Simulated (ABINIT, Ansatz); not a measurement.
# A GW chain in ABINIT: CaAlSiH (P3m1)

Aim: the G0W0 gap of CaAlSiH (P3m1) on PBEsol, step by step.

Method: PBEsol and many-body steps on it, plane waves, in ABINIT 10.8.3.

The raw output is cut from this account; settings, times and results stay.

**1. The starting structure**

It takes space group P3m1 (No. 156, trigonal). The conventional cell has a = 4.143 Å, b = 4.143 Å, c = 4.698 Å, α = 90.00°, β = 90.00°, γ = 120.00°. Nearest to Ca lie 3 H at 2.42 Å and 3 Si at 3.14 Å. Al has 1 H at 1.75 Å and 3 Si at 2.45 Å nearest. Si has 3 Al at 2.45 Å and 3 Ca at 3.14 Å nearest. Nearest to H lie 1 Al at 1.75 Å and 3 Ca at 2.42 Å. Farther neighbours, and contacts between anions beyond the nearest, are not listed.

Structure file:

```cif
data_structure
_symmetry_space_group_name_H-M 'P 1'
_symmetry_Int_Tables_number 1
_cell_length_a 4.1433
_cell_length_b 4.1433
_cell_length_c 4.6982
_cell_angle_alpha 90.000
_cell_angle_beta 90.000
_cell_angle_gamma 120.000
_cell_volume 69.85
loop_
_atom_site_label
_atom_site_type_symbol
_atom_site_fract_x
_atom_site_fract_y
_atom_site_fract_z
_atom_site_occupancy
Ca1 Ca 0.00000 0.00000 0.99992 1
Al2 Al 0.66667 0.33333 0.45711 1
Si3 Si 0.33333 0.66667 0.56589 1
H4 H 0.66667 0.33333 0.08378 1
```

The cell and positions are those that the Materials Project relaxed with its own functionals (PBE, PBE+U or r2SCAN), kept fixed.

**2. Ground state**

This step: ABINIT 10.8.3; DFT, PBEsol, plane waves, norm-conserving pseudopotentials.

The ground-state density comes first.

File run.abi:

```
acell 3*1.0 Angstrom
rprim 
  4.143280229474 0.000000000031 0.000000000000
  -2.071640114764 3.588185933707 0.000000000000
  0.000000000000 0.000000000000 4.698226000000
ntypat 4
znucl 20 13 14 1
natom 4
typat 1 2 3 4
xred 
  0.000000000000 0.000000000000 0.999921000000
  0.666666666667 0.333333333333 0.457112000000
  0.333333333333 0.666666666667 0.565892000000
  0.666666666667 0.333333333333 0.083775000000
pp_dirpath "pseudos"
pseudos "Ca.upf, Al.upf, Si.upf, H.upf"
ecut 32
ngkpt 6 6 4
nshiftk 1
shiftk 0 0 0
kptopt 1
chksymbreak 0
nband 15
occopt 1
tolvrs 1e-10
nstep 60
prtwf 0
optforces 0
optstress 0
indata_prefix "in"
outdata_prefix "out"
tmpdata_prefix "tmp"
```

Command:

```bash
$ OMP_NUM_THREADS=1 mpirun -n 4 abinit run.abi > log
```

Elapsed: 26 s, on 4 MPI ranks of Intel Xeon Platinum 8259CL at 2.50GHz (Skylake/Cascade Lake), shared host; peak memory 0.36 GiB.

Read from the output:

| Quantity | Value |
| --- | --- |
| total energy | -1247.0884 eV |
| gap | 0.2893 eV |
| k of the valence top | 0, 0, 0.5 |
| k of the conduction bottom | 0.5, 0, 0 |
| least direct gap | 1.214 eV |

The gap is indirect, with the least direct gap 0.93 eV higher.

**3. Empty states on the mesh, 3×3×4 mesh, 130 bands**

The sums over transitions need many empty states on a uniform mesh; this step solves for them.

Changes to run.abi since step 2:

```diff
@@ -17,3 +17,3 @@
 ecut 32
-ngkpt 6 6 4
+ngkpt 3 3 4
 nshiftk 1
@@ -22,9 +22,10 @@
 chksymbreak 0
-nband 15
+irdden 1
+istwfk *1
+nband 130
+prtvol 0
+optdriver 6
+gwr_task "HDIAGO"
+paral_kgb 0
 occopt 1
-tolvrs 1e-10
-nstep 60
-prtwf 0
-optforces 0
-optstress 0
 indata_prefix "in"
```

It took 2.5 min on 4 MPI ranks; peak memory 3.8 GiB.

Numbers from this step:

```
gap                                                           : 0.5729 eV
k of the valence top                                          : 0, 0, 0.5
k of the conduction bottom                                    : -0.3333, 0, 0.25
least direct gap                                              : 1.365 eV
k points computed                                             : 10
lowest point of the top converged band, above the valence top : 67.2175 eV
```

On this mesh the gap is 0.573 eV. The earlier step found 0.289 eV, so this mesh misses an edge.

**4. Screening, 3×3×4 mesh, 122 bands, screening to 176.9 eV**

The RPA dielectric matrix is built and inverted for each q.

This step: RPA screening on PBEsol, plane waves, norm-conserving pseudopotentials.

Changes to run.abi since step 3:

```diff
@@ -22,10 +22,11 @@
 chksymbreak 0
-irdden 1
 istwfk *1
-nband 130
-prtvol 0
-optdriver 6
-gwr_task "HDIAGO"
-paral_kgb 0
 occopt 1
+irdwfk 1
+optdriver 3
+nband 122
+ecuteps 6.5
+inclvkb 2
+awtr 1
+symchi 1
 indata_prefix "in"
```

The job ended after 44 s (4 MPI ranks; peak memory 0.93 GiB; 2.9 min of CPU time).

Numbers from this step:

| Property | Result |
| --- | --- |
| ε∞ with local fields, on this mesh | 21.46 |
| ε∞ without local fields, on this mesh | 24.23 |
| plasma frequency | 18.85 eV |
| plane waves in the screening matrix | 365 |

Local fields lower ε∞ by 11 %. On a Γ-centred mesh this coarse the value itself is usually too large, while a short band sum pulls it down.

**5. Self-energy, 3×3×4 mesh, 122 bands, screening to 176.9 eV**

The self-energy is evaluated for the states that the input lists, and the quasiparticle equation is solved.

This step: G0W0 on PBEsol, plane waves, norm-conserving pseudopotentials.

Changes to run.abi since step 4:

```diff
@@ -25,8 +25,19 @@
 irdwfk 1
-optdriver 3
+optdriver 4
 nband 122
+gwcalctyp 0
+ecutsigx 32
+symsigma 1
+nkptgw 3
+kptgw 
+  0.0000000000 0.0000000000 0.5000000000
+  -0.3333333333 0.0000000000 0.2500000000
+  0.0000000000 0.0000000000 0.0000000000
+bdgw 
+  7 11
+  8 11
+  8 12
 ecuteps 6.5
-inclvkb 2
-awtr 1
-symchi 1
+irdscr 1
+ppmodel 1
 indata_prefix "in"
```

Run time: 49 s. Hardware: 4 MPI ranks; peak memory 1.1 GiB; 3.2 min of CPU time.

This step gave:

| Item | Value |
| --- | --- |
| G0W0 gap on the mesh | 1.266 eV |
| starting gap on the mesh | 0.5729 eV |
| k of the valence top | 0, 0, 0.5 |
| k of the conduction bottom | -0.3333, 0, 0.25 |
| Z at the valence top | 0.762 |
| Z at the conduction bottom | 0.772 |
| least direct G0W0 gap on the computed points | 2.276 eV |

The gap on the mesh goes from 0.57 eV to 1.27 eV, a correction of +0.69 eV. The start differs from the 0.29 eV found before because the two sample other k points.

Limits: finite bands, cutoff and mesh; coarse k mesh. v1 is the top filled band, c1 the lowest empty one. The levels before and after the correction (eV, zero at the valence-band top of each column):

```tsv
	conduction bottom	valence top
Kohn-Sham	0.57	0.00
G0W0	1.27	0.00
```

```tsv
	level	energy (eV)
Kohn-Sham	(0 0 0.5) v3-v2	-0.467
Kohn-Sham	(0 0 0.5) v1	0.000
Kohn-Sham	(0 0 0.5) c1-c2	1.365
Kohn-Sham	(-0.333 0 0.25) v2	-1.754
Kohn-Sham	(-0.333 0 0.25) v1	-1.085
Kohn-Sham	(-0.333 0 0.25) c1	0.573
Kohn-Sham	(-0.333 0 0.25) c2	2.092
G0W0	(0 0 0.5) v3-v2	-0.532
G0W0	(0 0 0.5) v1	0.000
G0W0	(0 0 0.5) c1-c2	2.329
G0W0	(-0.333 0 0.25) v2	-1.798
G0W0	(-0.333 0 0.25) v1	-1.010
G0W0	(-0.333 0 0.25) c1	1.266
G0W0	(-0.333 0 0.25) c2	2.886
```

**6. Where the time went**

Times are wall times on 4 MPI ranks of Intel Xeon Platinum 8259CL at 2.50GHz (Skylake/Cascade Lake), shared host, good to a factor of about two.

```tsv
step	time	share	memory (GiB)
ground state	26 s	9 %	0.36
empty states on the mesh	2.5 min	56 %	3.8
screening	44 s	16 %	0.93
self-energy	49 s	18 %	1.1
```

**7. What came out**

```json
{
 "PBEsol gap": "0.29 eV, indirect",
 "G0W0 gap on the mesh": "1.27 eV",
 "G0W0 gap over the zone (rigid shift)": "0.98 eV",
 "GW settings": "3×3×4 mesh, 122 bands, screening to 176.9 eV, Godby-Needs plasmon pole",
 "known limits": "short of the basis limit; coarse k mesh"
}
```

G0W0 moves the gap on the mesh from 0.57 eV to 1.27 eV (+0.69 eV), with Z of 0.76 and 0.77 at the edges. The mesh misses the band edges by 0.28 eV in all; a rigid shift gives 0.98 eV for the zone. Local fields lower the RPA ε∞ on this mesh from 24.23 to 21.46; a Γ-centred mesh this coarse tends to raise both, most where the direct gap is narrow, while a short band sum lowers them. The dearest step here is «empty states on the mesh». Bands and cutoff are finite, so the gap stands short of the basis limit, usually by up to a few tenths of an eV; the mesh is an error of its own. The 3×3×4 mesh is coarse for this cell, which bears on the long-range parts of exchange and screening.

[Long decimals in the printed logs are rounded to 6 places.]

[Logs are printed without paths, hosts, clocks, repeated set-up lines and the standing remarks that a program may print on its own settings, such as how far it seeks lower states.]

[Paths, hosts, dates, memory and timing lines, banners, echoed tables and standing remarks are left out of the program output; an Ansatz launch command may be rebuilt from the run's recorded settings. Measured values are a selection of at most five: reports struck by readers or far from the other reports are left out. None is set beside runs whose start may be inverted or whose files or cutoffs have a known fault.]

[Runs of the session that timed out or met a known fault of the program may be left out.]

[Hosts, paths, dates, database ids (printed as entryN), source tags and the programs' standing remarks are cut or masked in the printed files.]

[G0W0 gaps are taken among the corrected bands and points alone; a level outside them can change the order at an edge.]

[Where Ansatz stands beside ABINIT at settings called matched, ABINIT's density can come from a denser mesh and the files from another edition; pairs whose starting gaps differed by over 0.03 eV were left out, so agreement reads better than it is.]
